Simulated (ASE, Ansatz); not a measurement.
# Energy and forces of random fcc alloy of Ir and Pd (108 atoms)

Wanted: forces and levels of random fcc alloy of Ir and Pd (108 atoms).

Method: Kohn-Sham DFT, PBE, PAW (set soft_2), plane waves, in Ansatz 0.2.0.

## Step 1: Starting point

The cell holds 108 atoms: 40 Pd and 68 Ir. Cell: a = 11.574 Å, b = 11.574 Å, c = 11.574 Å, α = 90.0°, β = 90.0°, γ = 90.0°. It derives from Ir (fcc) and Pd, repeated 3×3×3. Fcc Ir, 3 x 3 x 3 conventional cells, 40 of 108 Ir sites given to Pd at random (x = 0.370), lattice by Vegard's rule (a = 3.858 Å); not relaxed, displaced by a Gaussian of 0.02 Å.

What the set-up can't give: The host structure and its lattice constant were typed by rule, without a check against the phase diagram. The levels lack spin–orbit coupling, which is large for the heavy elements here.

## Step 2: Plane-wave single point

The electrons are solved once, with the atoms held.

File input.yaml:

```yaml
crystal:
  lattice:
    - [11.5737, 0.0, 0.0]
    - [0.0, 11.5737, 0.0]
    - [0.0, 0.0, 11.5737]
  atoms:
    - { symbol: Pd, position: [0.99668, 0.99857, 0.99676] }
    - { symbol: Pd, position: [0.9976, 0.16719, 0.16536] }
    - { symbol: Ir, position: [0.16478, 0.00037, 0.16679] }
    - { symbol: Pd, position: [0.167, 0.16431, 0.99962] }
    - { symbol: Pd, position: [0.99986, 0.00217, 0.33149] }
    - { symbol: Pd, position: [0.00063, 0.16532, 0.5007] }
    - { symbol: Ir, position: [0.16914, 0.99852, 0.50043] }
    - { symbol: Ir, position: [0.16634, 0.1651, 0.33173] }
    - { symbol: Ir, position: [0.0005, 0.001, 0.66515] }
    - { symbol: Pd, position: [0.00318, 0.16438, 0.83398] }
    - { symbol: Ir, position: [0.16618, 0.99827, 0.83189] }
    - { symbol: Ir, position: [0.16636, 0.16669, 0.66334] }
    - { symbol: Pd, position: [0.9991, 0.33304, 0.99872] }
    - { symbol: Ir, position: [7.0e-05, 0.49741, 0.1665] }
    - { symbol: Pd, position: [0.16697, 0.33739, 0.16638] }
    - { symbol: Pd, position: [0.16891, 0.49859, 0.99853] }
    - { symbol: Ir, position: [0.00078, 0.33264, 0.33376] }
    - { symbol: Pd, position: [0.00113, 0.49952, 0.49942] }
    - { symbol: Ir, position: [0.16608, 0.33432, 0.49943] }
    - { symbol: Ir, position: [0.16724, 0.50027, 0.33353] }
    - { symbol: Pd, position: [0.99872, 0.33089, 0.66207] }
    - { symbol: Ir, position: [0.99996, 0.49963, 0.83165] }
    - { symbol: Ir, position: [0.16886, 0.33349, 0.83431] }
    - { symbol: Pd, position: [0.16188, 0.49981, 0.66843] }
    - { symbol: Ir, position: [0.99785, 0.66891, 0.00412] }
    - { symbol: Ir, position: [0.99782, 0.82911, 0.16734] }
    - { symbol: Ir, position: [0.16584, 0.66786, 0.16533] }
    - { symbol: Pd, position: [0.16821, 0.83317, 0.0002] }
    - { symbol: Pd, position: [0.00339, 0.66536, 0.3347] }
    - { symbol: Ir, position: [0.00124, 0.83553, 0.49953] }
    - { symbol: Ir, position: [0.16849, 0.66611, 0.49739] }
    - { symbol: Ir, position: [0.1678, 0.83413, 0.33704] }
    - { symbol: Pd, position: [0.00074, 0.66517, 0.66869] }
    - { symbol: Ir, position: [0.0007, 0.83305, 0.83286] }
    - { symbol: Pd, position: [0.16744, 0.66554, 0.83493] }
    - { symbol: Ir, position: [0.16591, 0.83292, 0.66531] }
    - { symbol: Ir, position: [0.33423, 0.00283, 0.99591] }
    - { symbol: Ir, position: [0.33085, 0.16358, 0.16517] }
    - { symbol: Pd, position: [0.50572, 0.00104, 0.16715] }
    - { symbol: Pd, position: [0.50007, 0.16615, 0.00021] }
    - { symbol: Ir, position: [0.33021, 0.99862, 0.33358] }
    - { symbol: Ir, position: [0.32789, 0.16784, 0.50072] }
    - { symbol: Ir, position: [0.49973, 0.0007, 0.50278] }
    - { symbol: Ir, position: [0.50023, 0.16537, 0.33098] }
    - { symbol: Pd, position: [0.33163, 0.9989, 0.6643] }
    - { symbol: Ir, position: [0.33426, 0.16903, 0.83388] }
    - { symbol: Ir, position: [0.49712, 0.99743, 0.83284] }
    - { symbol: Ir, position: [0.49885, 0.16462, 0.66423] }
    - { symbol: Ir, position: [0.33214, 0.33463, 0.00023] }
    - { symbol: Pd, position: [0.33697, 0.49993, 0.16607] }
    - { symbol: Pd, position: [0.50048, 0.33295, 0.16969] }
    - { symbol: Pd, position: [0.49904, 0.50224, 0.00234] }
    - { symbol: Pd, position: [0.33586, 0.33505, 0.33355] }
    - { symbol: Ir, position: [0.33379, 0.49814, 0.49938] }
    - { symbol: Pd, position: [0.49828, 0.33281, 0.50253] }
    - { symbol: Ir, position: [0.50003, 0.50186, 0.332] }
    - { symbol: Ir, position: [0.33578, 0.33442, 0.66915] }
    - { symbol: Ir, position: [0.33641, 0.49705, 0.83281] }
    - { symbol: Pd, position: [0.4994, 0.33323, 0.83635] }
    - { symbol: Ir, position: [0.49789, 0.49887, 0.66704] }
    - { symbol: Pd, position: [0.33423, 0.66468, 0.00082] }
    - { symbol: Ir, position: [0.33383, 0.83349, 0.16891] }
    - { symbol: Ir, position: [0.49919, 0.66379, 0.1675] }
    - { symbol: Ir, position: [0.49754, 0.83093, 0.99936] }
    - { symbol: Ir, position: [0.33349, 0.66494, 0.33186] }
    - { symbol: Ir, position: [0.32996, 0.82958, 0.50034] }
    - { symbol: Ir, position: [0.50018, 0.669, 0.49838] }
    - { symbol: Pd, position: [0.49985, 0.83171, 0.33442] }
    - { symbol: Ir, position: [0.33111, 0.66593, 0.6654] }
    - { symbol: Pd, position: [0.33319, 0.8345, 0.83337] }
    - { symbol: Ir, position: [0.50068, 0.66704, 0.82975] }
    - { symbol: Pd, position: [0.49706, 0.83286, 0.67012] }
    - { symbol: Pd, position: [0.66753, 0.99863, 0.99958] }
    - { symbol: Pd, position: [0.66498, 0.1653, 0.1687] }
    - { symbol: Pd, position: [0.83513, 0.99813, 0.16579] }
    - { symbol: Ir, position: [0.83341, 0.16725, 0.00044] }
    - { symbol: Pd, position: [0.66801, 0.99934, 0.33432] }
    - { symbol: Ir, position: [0.6655, 0.16434, 0.50156] }
    [... 24 atom lines left out ...]
    - { symbol: Ir, position: [0.83397, 0.66648, 0.49974] }
    - { symbol: Ir, position: [0.83066, 0.83271, 0.33485] }
    - { symbol: Pd, position: [0.66479, 0.666, 0.6654] }
    - { symbol: Pd, position: [0.66523, 0.83424, 0.83199] }
    - { symbol: Pd, position: [0.83385, 0.6684, 0.83339] }
    - { symbol: Ir, position: [0.83236, 0.8355, 0.66784] }
kpoints:
  mp_grid: { grid: [2, 2, 2] }
hamiltonian:
  xc: pbe
scf:
  occupations: { method: fermi_dirac, width: 0.1 }
output:
  forces: true
  stress: true
  populations: true
  dos:
    method: { smearing: { sigma: 0.15 } }
    de: 0.1
    projected: { site_lists: { Ir: [Ir], Pd: [Pd] } }
  eigenvalues: true
  write_density: true
  write_potential: true
  volumetric_format: npy
```

Launch:

```
$ ansatz run input.yaml --threads 8 --pin off --max-ram 15872MiB --backend cpu --events-out ev --progress --plain --runs-dir out
```

Numbers of over 12 decimals in the logs are rounded to 6 here.

The log of the run:

```text
Engine: ansatz 0.2.0, aarch64-unknown-linux-gnu
Pseudopotentials: kind: paw
Pseudopotential: Pd, paw, valence charge 18, recommended cutoff 420 eV (normal), Pd.paw.azcp
Pseudopotential: Ir, paw, valence charge 17, recommended cutoff 420 eV (normal), Ir.paw.azcp
[... 5 lines on functional and potentials left out ...]
Crystal: 108 atoms, lattice volume = 1550.303 Å³
Basis set: ecut = 420 eV, 30551 PW (Γ), exchange–correlation on 160×160×160 points (8 copies of the dense FFT grid, shifted against one another)
Bands: 1126, of which v1, the nominal top of the filled ones, is band 938 counted from 1 (937 counted from 0)
Symmetry: 1 space group operations
Space group: P1 (ITA 1), of the structure as read, at distance tolerance 1.2e-4 Å
k-points: 8
[... 5 lines on functional and potentials left out ...]
Initial density: superposition of atomic densities (neutral atoms: chi_scale 0, normalization atom), corrected by the library's trained network
Initial wavefunctions: pseudopotential atomic-orbital guess
Functional: x = pbe(κ = 0.804, μ = 0.219515), c = pbe(β = 0.066725)
SCF iter   1: F=—  HF=-1090504.715221 eV  |F-HF|=—  |Δ(HF+E_count)|=         —  Δρ=8.91e-3  dr2=6.31e0  ethr=1.77e-3  ⟨swp⟩=5.0  Hψ=30333  notcnv=0  defer=542
preconditioner: auto → Kerker (q_TF=auto, 2.816 Å⁻¹)  [metal: Δε(μ)=0.001 eV  Ē_g=7.393 eV  σ=0.100 eV  W_gap=0.00  n_scr=586 (ndim 8)  ℏωp=30.0 eV  f_vac=0.000  D(μ)=132.10/eV (n_scr^D=1574)]
SCF iter   2: F=—  HF=-1090504.653181 eV  |F-HF|=—  |Δ(HF+E_count)|=   6.20e-2  Δρ=4.49e-3  dr2=2.18e0  ethr=3.37e-4  ⟨swp⟩=1.0  Hψ=10360  notcnv=0  defer=617
SCF iter   3: F=—  HF=-1090504.619326 eV  |F-HF|=—  |Δ(HF+E_count)|=   3.39e-2  Δρ=7.20e-4  dr2=1.25e-1  ethr=1.16e-4  ⟨swp⟩=1.0  Hψ=8305  notcnv=0  defer=617
SCF iter   4: F=—  HF=-1090504.614009 eV  |F-HF|=—  |Δ(HF+E_count)|=   5.32e-3  Δρ=2.60e-4  dr2=7.08e-3  ethr=6.68e-6  ⟨swp⟩=1.0  Hψ=8305  notcnv=0  defer=617
SCF iter   5: F=—  HF=-1090504.613591 eV  |F-HF|=—  |Δ(HF+E_count)|=   4.18e-4  Δρ=8.57e-5  dr2=4.49e-4  ethr=3.77e-7  ⟨swp⟩=1.0  Hψ=8305  notcnv=0  defer=617
SCF iter   6: F=—  HF=-1090504.613555 eV  |F-HF|=—  |Δ(HF+E_count)|=   3.62e-5  Δρ=2.24e-5  dr2=1.37e-5  ethr=2.39e-8  ⟨swp⟩=1.0  Hψ=8305  notcnv=0  defer=617
SCF iter   7: F=—  HF=-1090504.611249 eV  |F-HF|=—  |Δ(HF+E_count)|=   2.31e-3  Δρ=9.37e-6  dr2=3.70e-6  ethr=7.33e-10  ⟨swp⟩=2.1  Hψ=15066  notcnv=0  defer=617
SCF iter   8: F=—  HF=-1090504.611249 eV  |F-HF|=—  |Δ(HF+E_count)|=   2.59e-7  Δρ=2.32e-6  dr2=1.99e-7  ethr=1.97e-10  ⟨swp⟩=1.0  Hψ=8305  notcnv=0  defer=617
SCF iter   9: F=-1090504.611249 eV  HF=-1090504.611249 eV  |F-HF|=2.17e-8  |Δ(HF+E_count)|=   2.56e-8  Δρ=5.92e-7  dr2=2.35e-8  ethr=5.33e-12  ⟨swp⟩=11.1  Hψ=52084  notcnv=0
SCF 1 converged in 9 iterations: F = -1090504.611249 eV  dr2 = 2.35e-8
[...]
SCF converged after 9 iterations
Free energy (F): -1090504.611249 eV
Harris-Foulkes:  -1090504.611249 eV  (|F-HF|=2.17e-8)
Internal energy: -1090500.241555 eV  (E = F + TS)
E sigma→0 (E₀):  -1090502.426402 eV
Entropy (-TS):   -4.369694 eV (-40.460 meV/atom)
Fermi energy:    23.631818 eV
--- Per-component energies (eV) ---
  E_band       = -11009.896921
  E_kinetic    = 62906.614312
  E_local      = -142368.993727  (includes V_loc(G=0)·N_el)
  E_nonlocal   = 13613.736772
  E_hartree    = 56324.888411
  E_xc         = -24985.265625
  E_vxc        = -28895.609197  (∫ρ·V_xc dr)
  E_paw        = -777183.058787  (= ΣΔE_a)
  E_vpaw       = -28915.423128  (= ΣTr[D̂ρ^β])
  E_aug_tail   = 0.012273  (compensation charges beyond the density's cutoff)
  E_ewald      = -278808.175183
  E_smearing   = -4.369694  (= −TS)
  E_closure    = 0.000000  (closes the sum)
  Σ components = -1090504.611249   (vs F -1090504.611249, Δ=0.00e0)
--- Forces (eV/Å), atoms counted from 1 ---
  atom   1  Pd     0.28277556    -0.14543514     0.47519742
  atom   2  Pd     0.08096635     0.14278708     0.12248639
  atom   3  Ir     0.92441792    -0.38783257     0.39074144
  atom   4  Pd     0.25396864     0.28517668     0.04427886
  atom   5  Pd    -0.17110764    -0.65340098     0.27945998
  atom   6  Pd    -0.01971175     0.06763560    -0.51177357
  atom   7  Ir    -0.00756659     0.14403102    -0.02167376
  atom   8  Ir     0.60373621     0.31365301     0.09508949
[...]
atom  13  Pd    -0.28276885     0.12361557    -0.14473114
  atom  14  Ir    -0.30690769     0.40729507     0.79072285
[...]
atom 107  Pd    -0.05893832    -0.37366198    -0.03667884
  atom 108  Ir     0.40331247     0.39290744    -0.94490331
  max |Σ_I F_I| component: 9.40e-6 eV/Å
--- Stress (GPa, compression-positive) ---
        7.254506       0.037214      -0.082200
        0.037214       7.367820      -0.091493
       -0.082200      -0.091493       7.255970
  P = ⅓ Tr σ = 7.2928 GPa (72.928 kbar)
--- Band table (eV; the first three rows and the last of 8) ---
  k-point 0: bands = ["-69.0675", "-69.0466", "-69.0328", "-69.0289", [... 1110 levels ...], "32.9273", "32.9374", "32.9664", "32.9960", "33.0347", "33.0497", "33.1021", "33.1208", "33.1400", "33.1798", "33.1869", "33.2205"]
[...]
--- Löwdin populations: 108 sites ---
  site symbol       q [e]
     0     Pd     17.1912
     1     Pd     17.2252
     2     Ir     17.1162
[...]
107     Ir     17.0526
  spilling = 0.015673 (of n_electrons = 1876.000000)
```

Elapsed: 9.5 min, on 8 threads of Arm Neoverse V2, shared host; peak memory 12 GiB; 73 min of CPU time.

In the SCF lines HF is the Harris–Foulkes energy and dr2 the Hartree energy of the density residual, in eV; the loop may stop once dr2 is under the threshold and the program's other checks hold. Hψ counts applications of the Hamiltonian.

The program notes that it cut back its work space to fit the memory limit.

Numbers from this run:

```yaml
free_energy: -1090504.6112 eV
free_energy_per_atom: -10097.2649 eV/atom
scf_cycles: 9
pressure: 7.293 GPa
r_m_s_force_component: 0.4372 eV/Å
longest_force: 1.409 eV/Å
fermi_energy: 23.63 eV
levels_partly_filled_by_over_2_per_cent: 407
spilling_of_the_projection: 0.01567
```

Length of the force by element:

```
element  coordination  atoms  mean length of the force (eV/Å)  spread  least  most
     Ir           all     68                            0.773   0.306  0.146  1.41
     Pd           all     40                            0.556   0.251  0.132  1.25
```

Density of states as counts of states in windows of 1 eV (from the Fermi level), total and the larger projections:

```
from (eV)  to (eV)  total  Ir d  Pd d  Ir s
      -10       -9    4.7   0.1   0.0   4.4
       -9       -8   10.7   0.6   0.3   9.4
       -8       -7   27.6   8.5   3.4  15.0
       -7       -6  105.8  59.0  25.1  19.0
       -6       -5  140.7  78.6  53.0   5.1
       -5       -4  135.4  69.9  58.4   3.7
       -4       -3  196.7  98.0  85.8   6.4
       -3       -2  133.0  67.4  55.3   4.6
       -2       -1  133.5  75.7  48.5   3.7
       -1        0  123.7  78.7  37.3   3.5
        0        1  119.3  87.6  23.0   4.1
        1        2   39.7  25.2   3.4   5.3
        2        3   32.2   9.6   2.1   8.5
        3        4   24.1   4.9   0.9   4.0
        4        5   22.0   3.2   0.6   4.8
```

The stored curve holds about 1012 of the 1876 electrons; the rest, give or take the few that broadening carries across the Fermi level, lie in deeper levels below its range.

The levels nearest the highest filled one (over half full), pooled over k-points and spins:

```
level less the highest filled one (eV)  occupation
                               -0.0067        1.06
                               -0.0063        1.06
                               -0.0061        1.06
                               -0.0037        1.05
                               -0.0031        1.04
                                     0        1.03
                                0.0061       0.998
                                0.0071       0.993
                                0.0087       0.985
                                0.0107       0.975
                                0.0126       0.965
                                 0.013       0.963
```

Electrostatic potential energy in the ac plane at fractional y = 0.000, with atoms of Pd and Ir within 0.2 Å of it. With pseudopotentials it is smooth inside the atoms' cores, unlike the true potential.

Values in eV, 13 rows by 16 columns, each cell a mean:
```
-17  17  23  22  -2 -31  -1  22  23  16 -17  -6  21  22  20 -11
 23  11 -27 -14  20  22  18 -19 -25  14  24  22  -4 -29   3  23
 24   8 -35 -20  20  25  18 -24 -31  12  24  22 -10 -38  -2  24
-15  15  19  21   8 -11  11  21  20  13 -20  -8  19  18  19  -7
-40   8  25  24  -6 -40  -1  24  25   6 -40 -25  19  25  18 -29
 14  16  -7   1  18  15  19  -1  -8  16  15  18   8  -9  12  16
 26   6 -43 -32  18  26  17 -32 -42   8  26  23 -16 -48  -8  24
 10  19   7  11  13   1  16  12   9  19   8  12  15   5  17  13
-37  11  26  23 -18 -49  -8  24  26  10 -38 -23  20  26  20 -25
  2  18  11  15  10  -5  14  18  15  19   4  10  20  15  20   7
 25   4 -43 -26  20  26  22 -18 -37   9  26  25  -3 -40  -3  25
 21  15 -14  -2  20  19  21   4  -7  17  20  22  11 -10  11  22
-24  16  25  23  -6 -37  -4  24  25  13 -29 -15  21  25  20 -18
```
Columns run along a (11.6 Å; values clipped at the 3rd and 97th percentile), rows up along c (11.6 Å). Atoms in or near the plane, at fractional coordinates: Pd at (0.00, 0.00), Ir at (0.16, 0.17), Pd at (0.00, 0.33), Ir at (0.17, 0.50), Ir at (0.00, 0.67), Ir at (0.17, 0.83), Ir at (0.33, 0.00), Pd at (0.51, 0.17), Ir at (0.33, 0.33), Ir at (0.50, 0.50), Pd at (0.33, 0.66), Ir at (0.50, 0.83), Pd at (0.67, 0.00), Pd at (0.84, 0.17) and more.

Valence density in the ac plane at fractional y = 0.000, with atoms of Pd and Ir within 0.2 Å of it. It is the smooth field of the valence electrons, not physical close to the nuclei.

Values in e/Å³, 13 rows by 16 columns, each cell a mean:
```
 6  1  0  0  2  5  2  0  0  1  6  4  0  0  0  5
 0  1  5  3  0  0  1  4  5  1  0  0  2  5  2  0
 0  1  6  4  0  0  1  4  5  1  0  0  3  6  2  0
 3  1  0  0  2  5  1  0  0  1  4  3  1  1  0  3
 7  1  0  0  4 10  3  0  0  1  7  4  0  0  1  5
 1  1  3  2  1  1  1  2  3  1  1  1  1  3  1  1
 0  1  7  5  1  0  1  5  7  1  0  0  3  8  3  0
 1  0  1  1  1  2  1  1  1  1  2  1  1  1  1  1
10  1  0  0  4  8  3  0  0  1 10  7  0  0  0  7
 2  1  1  1  1  2  1  1  1  1  2  1  0  1  0  2
 0  1  7  5  0  0  0  6 10  2  0  0  3 11  3  0
 0  1  3  2  0  0  0  2  4  1  0  0  1  5  1  0
 7  1  0  0  2  6  2  0  0  1  8  5  0  0  0  6
```
Columns run along a (11.6 Å), rows up along c (11.6 Å). Atoms in or near the plane, at fractional coordinates: Pd at (0.00, 0.00), Ir at (0.16, 0.17), Pd at (0.00, 0.33), Ir at (0.17, 0.50), Ir at (0.00, 0.67), Ir at (0.17, 0.83), Ir at (0.33, 0.00), Pd at (0.51, 0.17), Ir at (0.33, 0.33), Ir at (0.50, 0.50), Pd at (0.33, 0.66), Ir at (0.50, 0.83), Pd at (0.67, 0.00), Pd at (0.84, 0.17) and more.

Within 0.4 eV of the Fermi level the largest share is Ir d (70 % of the projected weight).

## Step 3: Distances and neighbours

These statistics describe the geometry on which the runs were made.

Density 18.6 g/cm³, 14.35 Å³ an atom.

g(r), total and by pair (bins of 0.1 Å):

```
r (Å)  total  Ir-Ir  Ir-Pd  Pd-Pd
 2.55   0.00   0.00   0.00   0.00
 2.65   3.28   3.66   3.04   3.03
 2.75  15.10  14.60  15.50  15.00
 2.85   0.08   0.07   0.11   0.00
 2.95   0.00   0.00   0.00   0.00
 3.05   0.00   0.00   0.00   0.00
 3.15   0.00   0.00   0.00   0.00
 3.25   0.00   0.00   0.00   0.00
 3.35   0.00   0.00   0.00   0.00
 3.45   0.00   0.00   0.00   0.00
 3.55   0.00   0.00   0.00   0.00
 3.65   0.00   0.00   0.00   0.00
 3.75   0.07   0.11   0.06   0.00
 3.85   4.20   3.92   4.58   3.73
 3.95   0.33   0.35   0.35   0.20
 4.05   0.00   0.00   0.00   0.00
 4.15   0.00   0.00   0.00   0.00
 4.25   0.00   0.00   0.00   0.00
 4.35   0.00   0.00   0.00   0.00
 4.45   0.00   0.00   0.00   0.00
 4.55   0.00   0.00   0.00   0.00
 4.65   2.40   2.49   2.35   2.33
 4.75   9.81   9.49  10.20   9.35
 4.85   0.06   0.12   0.02   0.07
 4.95   0.00   0.00   0.00   0.00
 5.05   0.00   0.00   0.00   0.00
 5.15   0.00   0.00   0.00   0.00
 5.25   0.00   0.00   0.00   0.00
 5.35   0.19   0.17   0.22   0.16
 5.45   4.14   4.27   3.90   4.56
 5.55   0.28   0.28   0.30   0.20
 5.65   0.00   0.00   0.00   0.00
 5.75   0.00   0.00   0.00   0.00
 5.85   0.00   0.00   0.00   0.00
 5.95   0.00   0.00   0.00   0.00
 6.05   3.73   3.74   3.74   3.64
 6.15   3.63   3.78   3.37   4.11
 6.25   0.01   0.00   0.01   0.04
 6.35   0.00   0.00   0.00   0.00
 6.45   0.00   0.00   0.00   0.00
 6.55   0.00   0.01   0.00   0.00
 6.65   1.52   1.54   1.50   1.53
 6.75   0.52   0.50   0.55   0.51
 6.85   0.00   0.00   0.00   0.00
```

Neighbours by pair of elements; one cutoff, the widest of the pairs' first minima of g(r), serves all pairs of this metal:

```
pair A-B  cutoff (Å)  bonds  mean length (Å)  spread (Å)  shortest (Å)  B about A  A about B
   Ir-Ir        3.18    255             2.73        0.03          2.65        7.5        7.5
   Ir-Pd        3.18    306             2.73       0.029          2.66        4.5       7.65
   Pd-Pd        3.18     87             2.73       0.027          2.65       4.35       4.35
```

How many atoms have how many bonded neighbours:

```
element  mean  12
     Ir    12  68
     Pd    12  40
```

For some of the pairs, g(r) has its first main peak near 2.73 Å (Ir-Ir), 2.73 Å (Ir-Pd) and 2.72 Å (Pd-Pd). By these cutoffs all Ir atoms have 12 and all Pd atoms have 12 bonded neighbours.

A closer look about Ir90, picked at random: 13 atoms, nearest first, numbered in the order of the input, with positions taken from that point.

```
 atom      x      y      z  distance (Å)  bonds     Fx     Fy  Fz (eV/Å)
 Ir90   0.00   0.00   0.00          0.00     12   0.34  -0.74      -0.01
 Ir92   1.89   0.01  -1.90          2.69     12   0.62  -0.80      -0.71
Pd105  -0.01   1.90   1.91          2.69     12   0.49  -0.06      -0.26
 Ir89   0.04  -1.91  -1.93          2.71     12   0.29  -0.45       0.49
 Ir96   1.92  -0.05   1.93          2.72     12  -0.03  -0.32       0.21
Pd101   0.00   1.91  -1.94          2.72     12   0.21   0.25       0.12
 Ir67  -1.91   1.94  -0.03          2.72     12  -0.71  -1.02       0.56
Ir103   1.95   1.91  -0.01          2.73     12  -0.46   0.29       0.35
 Ir60  -1.94  -0.03   1.93          2.73     12   0.12   0.77       0.00
 Ir56  -1.91   0.00  -1.95          2.73     12   0.27   0.40       0.68
 Ir91   1.95  -1.93   0.00          2.74     12  -1.17   0.10      -0.64
 Pd55  -1.94  -1.95   0.02          2.75     12   0.47  -0.14      -0.45
 Ir93   0.00  -1.97   1.95          2.77     12   0.60   0.41      -0.10
```

The column of bonds counts only the pairs Ir-Ir within 3.18 Å, Ir-Pd within 3.18 Å, Pd-Pd within 3.18 Å; other neighbours, such as metal atoms beside each other in a compound, aren't counted, and periodic images can show an atom twice.

## Step 4: What came out

```
free energy per atom       : -10097.2649 eV/atom
density                    : 18.56 g/cm³
pressure                   : 7.293 GPa
r.m.s. force component     : 0.4372 eV/Å
wall time of the 1 DFT run : 9.5 min
```

In words: 407 levels are partly filled, by over 2 % (on the run's k-points), as in a metal. Counting bonds as in the table, all Ir atoms have 12 and all Pd atoms have 12 bonded neighbours.

Caveats: The geometry was built by rule, was displaced at random and isn't relaxed at this level: its force components are 0.44 eV/Å r.m.s. The pressure of 7.3 GPa says that the cell would expand at this level of theory.

[Logs are printed without paths, hosts, clocks, repeated set-up lines and the standing remarks that a program may print on its own settings, such as how far it seeks lower states.]

[Hosts, paths, dates, database ids (printed as entryN), source tags and the programs' standing remarks are cut or masked in the printed files.]
